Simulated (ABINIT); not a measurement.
## Quasiparticle gap of LiCNO (R3m) in ABINIT

How does a plane-wave GW calculation on LiCNO (R3m) run from the first input to the gap?

Calculated with ABINIT 10.8.3; PBEsol and many-body steps on it, plane waves.

The raw output is cut from this account; settings, times and results stay.

## 1. Set-up

Symmetry: R3m, No. 160, trigonal system. The conventional cell has a = 3.288 Å, b = 3.288 Å, c = 14.286 Å, α = 90.00°, β = 90.00°, γ = 120.00°. Nearest to Li lie 3 N at 2.18 Å and 3 O at 2.28 Å. Nearest to C lie 1 N at 1.19 Å and 1 O at 1.23 Å. N has 1 C at 1.19 Å and 3 Li at 2.18 Å nearest. O has 1 C at 1.23 Å and 3 Li at 2.28 Å nearest. Farther neighbours, and contacts between anions beyond the nearest, are not listed.

The cell and positions are those that the Materials Project relaxed with its own functionals (PBE, PBE+U or r2SCAN), kept fixed.

## 2. Ground state

This step: ABINIT 10.8.3; DFT, PBEsol, plane waves, norm-conserving pseudopotentials.

The ground-state density comes first.

Contents of run.abi:

```
acell 3*1.0 Angstrom
rprim 
  1.643988180588 0.949157018607 4.762053928800
  -1.643988180588 0.949157018607 4.762053928800
  -0.000000000000 -1.898314037214 4.762053928800
ntypat 4
znucl 3 6 7 8
natom 4
typat 1 2 3 4
xred 
  0.005259000000 0.005259000000 0.005259000000
  0.497462000000 0.497462000000 0.497462000000
  0.413960000000 0.413960000000 0.413960000000
  0.583333333333 0.583333333333 0.583333333333
pp_dirpath "pseudos"
pseudos "Li.upf, C.upf, N.upf, O.upf"
ecut 37
ngkpt 8 8 8
nshiftk 1
shiftk 0 0 0
kptopt 1
chksymbreak 0
nband 15
occopt 1
tolvrs 1e-10
nstep 60
prtwf 0
optforces 0
optstress 0
indata_prefix "in"
outdata_prefix "out"
tmpdata_prefix "tmp"
```

On the command line:

```
$ OMP_NUM_THREADS=1 mpirun -n 4 abinit run.abi > log
```

The job ended after 69 s (4 MPI ranks of Arm Neoverse V1, shared host; peak memory 0.43 GiB).

This step gave:

| Property | Result |
| --- | --- |
| total energy | -1089.6064 eV |
| gap | 4.664 eV |
| k of the valence top | 0.5, 0.5, 0.5 |
| k of the conduction bottom | 0, 0, 0 |
| least direct gap | 4.820 eV |

The gap is indirect, with the least direct gap 0.16 eV higher.

## 3. Bands along the symmetry lines

The cheap functional maps the bands first; the places of the edges decide which points the dearer methods must see.

Contents of run.abi:

```
acell 3*1.0 Angstrom
rprim 
  1.643988180588 0.949157018607 4.762053928800
  -1.643988180588 0.949157018607 4.762053928800
  -0.000000000000 -1.898314037214 4.762053928800
ntypat 4
znucl 3 6 7 8
natom 4
typat 1 2 3 4
xred 
  0.005259000000 0.005259000000 0.005259000000
  0.497462000000 0.497462000000 0.497462000000
  0.413960000000 0.413960000000 0.413960000000
  0.583333333333 0.583333333333 0.583333333333
pp_dirpath "pseudos"
pseudos "Li.upf, C.upf, N.upf, O.upf"
ecut 37
iscf -2
irdden 1
kptopt 0
nkpt 59
kpt 
  0.00000000 0.00000000 0.00000000
  0.06250000 0.06250000 0.06250000
  0.12500000 0.12500000 0.12500000
  0.18750000 0.18750000 0.18750000
  0.25000000 0.25000000 0.25000000
  0.31250000 0.31250000 0.31250000
  0.37500000 0.37500000 0.37500000
  0.43750000 0.43750000 0.43750000
  0.50000000 0.50000000 0.50000000
  0.53835607 0.46164393 0.50000000
  0.57671214 0.42328786 0.50000000
  0.61506821 0.38493179 0.50000000
  0.65342428 0.34657572 0.50000000
  0.69178035 0.30821965 0.50000000
  0.73013642 0.26986358 0.50000000
  0.76849249 0.23150751 0.50000000
  0.80684856 0.19315144 0.50000000
  0.50000000 -0.19315144 0.19315144
  0.50000000 -0.16900751 0.16900751
  0.50000000 -0.14486358 0.14486358
  0.50000000 -0.12071965 0.12071965
  0.50000000 -0.09657572 0.09657572
  0.50000000 -0.07243179 0.07243179
  0.50000000 -0.04828786 0.04828786
  0.50000000 -0.02414393 0.02414393
  0.50000000 0.00000000 0.00000000
  0.43750000 0.00000000 0.00000000
  0.37500000 0.00000000 0.00000000
  0.31250000 0.00000000 0.00000000
  0.25000000 0.00000000 0.00000000
  0.18750000 0.00000000 0.00000000
  0.12500000 0.00000000 0.00000000
  0.06250000 0.00000000 0.00000000
  0.00000000 0.00000000 0.00000000
  0.04332196 -0.04332196 0.00000000
  0.08664393 -0.08664393 0.00000000
  0.12996589 -0.12996589 0.00000000
  0.17328786 -0.17328786 0.00000000
  0.21660982 -0.21660982 0.00000000
  0.25993179 -0.25993179 0.00000000
  0.30325375 -0.30325375 0.00000000
  0.34657572 -0.34657572 0.00000000
  0.65342428 0.00000000 0.34657572
  0.63424624 0.00000000 0.36575375
  0.61506821 0.00000000 0.38493179
  0.59589017 0.00000000 0.40410982
  0.57671214 0.00000000 0.42328786
  0.55753411 0.00000000 0.44246589
  0.53835607 0.00000000 0.46164393
  0.51917803 0.00000000 0.48082196
  0.50000000 0.00000000 0.50000000
  0.43750000 0.00000000 0.43750000
  0.37500000 0.00000000 0.37500000
  0.31250000 0.00000000 0.31250000
  0.25000000 0.00000000 0.25000000
  0.18750000 0.00000000 0.18750000
  0.12500000 0.00000000 0.12500000
  0.06250000 0.00000000 0.06250000
  0.00000000 0.00000000 0.00000000
istwfk *1
nband 16
nbdbuf 2
tolwfr 1e-08
nstep 40
prtwf 0
prtvol 0
indata_prefix "in"
outdata_prefix "out"
tmpdata_prefix "tmp"
```

It took 22 s on 4 MPI ranks; peak memory 0.33 GiB.

Read from the output:

* gap: 4.664 eV
* k of the valence top: 0.5, 0.5, 0.5
* k of the conduction bottom: 0, 0, 0
* least direct gap: 4.820 eV

The gap is 4.664 eV, as in the run before at this level.

The electronic bands at the labelled points (eV, zero at the top of the highest filled band):

| point | band 6 | band 7 | band 8 | band 9 | band 10 | band 11 | band 12 | band 13 |
| --- | --- | --- | --- | --- | --- | --- | --- | --- |
| Γ | -3.87 | -3.29 | -0.16 | -0.16 | 4.66 | 7.87 | 7.87 | 9.31 |
| halfway | -3.90 | -3.64 | -0.08 | -0.08 | 4.84 | 7.78 | 7.78 | 9.50 |
| T | -3.93 | -3.93 | 0.00 | 0.00 | 5.00 | 7.68 | 7.68 | 9.95 |
| halfway | -4.24 | -3.83 | -0.83 | -0.28 | 6.17 | 7.21 | 7.55 | 10.90 |
| H2 | -5.04 | -3.48 | -1.40 | -1.05 | 6.08 | 6.40 | 10.62 | 10.96 |
| jump to H0 | -5.04 | -3.48 | -1.40 | -1.05 | 6.08 | 6.40 | 10.62 | 10.96 |
| halfway | -4.62 | -3.31 | -1.50 | -1.05 | 5.78 | 7.15 | 8.79 | 11.31 |
| L | -4.18 | -3.28 | -1.66 | -0.73 | 5.63 | 7.76 | 7.79 | 11.40 |
| halfway | -4.03 | -3.25 | -1.03 | -0.45 | 6.18 | 6.89 | 7.81 | 10.82 |
| Γ | -3.87 | -3.29 | -0.16 | -0.16 | 4.66 | 7.87 | 7.87 | 9.31 |
| halfway | -4.24 | -3.21 | -1.28 | -0.57 | 6.54 | 7.05 | 7.49 | 11.26 |
| S0 | -5.09 | -3.43 | -1.45 | -1.07 | 6.03 | 6.48 | 10.41 | 10.94 |
| jump to S2 | -5.09 | -3.43 | -1.45 | -1.07 | 6.03 | 6.48 | 10.41 | 10.94 |
| halfway | -4.61 | -3.53 | -1.72 | -0.50 | 6.05 | 6.52 | 9.53 | 11.09 |
| F | -4.35 | -3.58 | -1.82 | -0.22 | 5.95 | 6.77 | 8.74 | 11.13 |
| halfway | -4.11 | -3.38 | -1.17 | -0.20 | 6.48 | 7.05 | 7.31 | 10.65 |
| Γ | -3.87 | -3.29 | -0.16 | -0.16 | 4.66 | 7.87 | 7.87 | 9.31 |

## 4. Empty states on the mesh, 4×4×4 mesh, 69 bands

The sums over transitions need many empty states on a uniform mesh; this step solves for them.

Contents of run.abi:

```
acell 3*1.0 Angstrom
rprim 
  1.643988180588 0.949157018607 4.762053928800
  -1.643988180588 0.949157018607 4.762053928800
  -0.000000000000 -1.898314037214 4.762053928800
ntypat 4
znucl 3 6 7 8
natom 4
typat 1 2 3 4
xred 
  0.005259000000 0.005259000000 0.005259000000
  0.497462000000 0.497462000000 0.497462000000
  0.413960000000 0.413960000000 0.413960000000
  0.583333333333 0.583333333333 0.583333333333
pp_dirpath "pseudos"
pseudos "Li.upf, C.upf, N.upf, O.upf"
ecut 37
ngkpt 4 4 4
nshiftk 1
shiftk 0 0 0
kptopt 1
chksymbreak 0
iscf -2
irdden 1
istwfk *1
nband 69
nbdbuf 6
tolwfr 1e-09
nstep 60
prtvol 0
indata_prefix "in"
outdata_prefix "out"
tmpdata_prefix "tmp"
```

The job ended after 29 s (4 MPI ranks; peak memory 0.34 GiB; 2 min of CPU time).

Read from the output:

- gap: 4.664 eV
- k of the valence top: 0.5, 0.5, 0.5
- k of the conduction bottom: 0, 0, 0
- least direct gap: 4.820 eV
- k points computed: 13
- lowest point of the top converged band, above the valence top: 58.9995 eV

On this mesh the gap is 4.664 eV.

## 5. Screening, 4×4×4 mesh, 63 bands, screening to 130.6 eV

The RPA dielectric matrix is built and inverted for each q.

This step: RPA screening on PBEsol, plane waves, norm-conserving pseudopotentials.

run.abi, as its differences from that of step 4:

```diff
@@ -22,10 +22,11 @@
 chksymbreak 0
-iscf -2
-irdden 1
 istwfk *1
-nband 69
-nbdbuf 6
-tolwfr 1e-09
-nstep 60
-prtvol 0
+occopt 1
+irdwfk 1
+optdriver 3
+nband 63
+ecuteps 4.8
+inclvkb 2
+awtr 1
+symchi 1
 indata_prefix "in"
```

The job ended after 59 s (4 MPI ranks; peak memory 1.6 GiB).

Numbers from this step:

| Item | Value |
| --- | --- |
| ε∞ with local fields, on this mesh | 2.390 |
| ε∞ without local fields, on this mesh | 3.074 |
| plasma frequency | 23.59 eV |
| plane waves in the screening matrix | 147 |

Local fields lower ε∞ by 22 %.

## 6. Self-energy, 4×4×4 mesh, 63 bands, screening to 130.6 eV

The self-energy is evaluated for the states that the input lists, and the quasiparticle equation is solved.

This step: G0W0 on PBEsol, plane waves, norm-conserving pseudopotentials.

run.abi, as its differences from that of step 5:

```diff
@@ -25,8 +25,17 @@
 irdwfk 1
-optdriver 3
+optdriver 4
 nband 63
+gwcalctyp 0
+ecutsigx 37
+symsigma 1
+nkptgw 2
+kptgw 
+  0.5000000000 0.5000000000 0.5000000000
+  0.0000000000 0.0000000000 0.0000000000
+bdgw 
+  8 12
+  8 12
 ecuteps 4.8
-inclvkb 2
-awtr 1
-symchi 1
+irdscr 1
+ppmodel 1
 indata_prefix "in"
```

Elapsed: 8.2 s, on 4 MPI ranks; peak memory 1.2 GiB.

This step gave:

```
G0W0 gap on the mesh                         : 7.32 eV
starting gap on the mesh                     : 4.664 eV
k of the valence top                         : 0.5, 0.5, 0.5
k of the conduction bottom                   : 0, 0, 0
Z at the valence top                         : 0.815
Z at the conduction bottom                   : 0.866
least direct G0W0 gap on the computed points : 7.515 eV
```

The gap on the mesh goes from 4.66 eV to 7.32 eV, a correction of +2.66 eV.

Limits: finite bands, cutoff and mesh. v1 is the top filled band, c1 the lowest empty one. Levels before and after the correction, in eV, zero at the valence-band top of each column:

|  | conduction bottom | valence top |
| --- | --- | --- |
| Kohn-Sham | 4.66 | 0.00 |
| G0W0 | 7.32 | 0.00 |

|  | level | energy (eV) |
| --- | --- | --- |
| Kohn-Sham | (0.5 0.5 0.5) v2-v1 | 0.000 |
| Kohn-Sham | (0.5 0.5 0.5) c1 | 4.997 |
| Kohn-Sham | (0.5 0.5 0.5) c2-c3 | 7.681 |
| Kohn-Sham | Γ v2-v1 | -0.156 |
| Kohn-Sham | Γ c1 | 4.664 |
| Kohn-Sham | Γ c2-c3 | 7.871 |
| G0W0 | (0.5 0.5 0.5) v2-v1 | 0.000 |
| G0W0 | (0.5 0.5 0.5) c1 | 7.653 |
| G0W0 | (0.5 0.5 0.5) c2-c3 | 11.845 |
| G0W0 | Γ v2-v1 | -0.195 |
| G0W0 | Γ c1 | 7.320 |
| G0W0 | Γ c2-c3 | 12.081 |

## 7. Where the time went

Times are wall times on 4 MPI ranks of Arm Neoverse V1, shared host, good to a factor of about two.

| step | time | share | memory (GiB) |
| --- | --- | --- | --- |
| ground state | 69 s | 37 % | 0.43 |
| bands along the symmetry lines | 22 s | 12 % | 0.33 |
| empty states on the mesh | 29 s | 16 % | 0.34 |
| screening | 59 s | 31 % | 1.6 |
| self-energy | 8.2 s | 4 % | 1.2 |

## 8. Results

| Quantity | Value |
| --- | --- |
| PBEsol gap | 4.66 eV, indirect |
| G0W0 gap on the mesh | 7.32 eV |
| GW settings | 4×4×4 mesh, 63 bands, screening to 130.6 eV, Godby-Needs plasmon pole |
| known limits | short of the basis limit |

**Reading.** G0W0 moves the gap on the mesh from 4.66 eV to 7.32 eV (+2.66 eV), with Z of 0.81 and 0.87 at the edges. Local fields lower the RPA ε∞ on this mesh from 3.07 to 2.39. Bands and cutoff are finite, so the gap stands short of the basis limit, usually by up to a few tenths of an eV; the mesh is an error of its own.

[Long decimals in the printed logs are rounded to 6 places.]

[Logs are printed without paths, hosts, clocks, repeated set-up lines and the standing remarks that a program may print on its own settings, such as how far it seeks lower states.]

[Paths, hosts, dates, memory and timing lines, banners, echoed tables and standing remarks are left out of the program output; an Ansatz launch command may be rebuilt from the run's recorded settings. Measured values are a selection of at most five: reports struck by readers or far from the other reports are left out. None is set beside runs whose start may be inverted or whose files or cutoffs have a known fault.]

[Runs of the session that timed out or met a known fault of the program may be left out.]

[Hosts, paths, dates, database ids (printed as entryN), source tags and the programs' standing remarks are cut or masked in the printed files.]

[G0W0 gaps are taken among the corrected bands and points alone; a level outside them can change the order at an edge.]

[Where Ansatz stands beside ABINIT at settings called matched, ABINIT's density can come from a denser mesh and the files from another edition; pairs whose starting gaps differed by over 0.03 eV were left out, so agreement reads better than it is.]
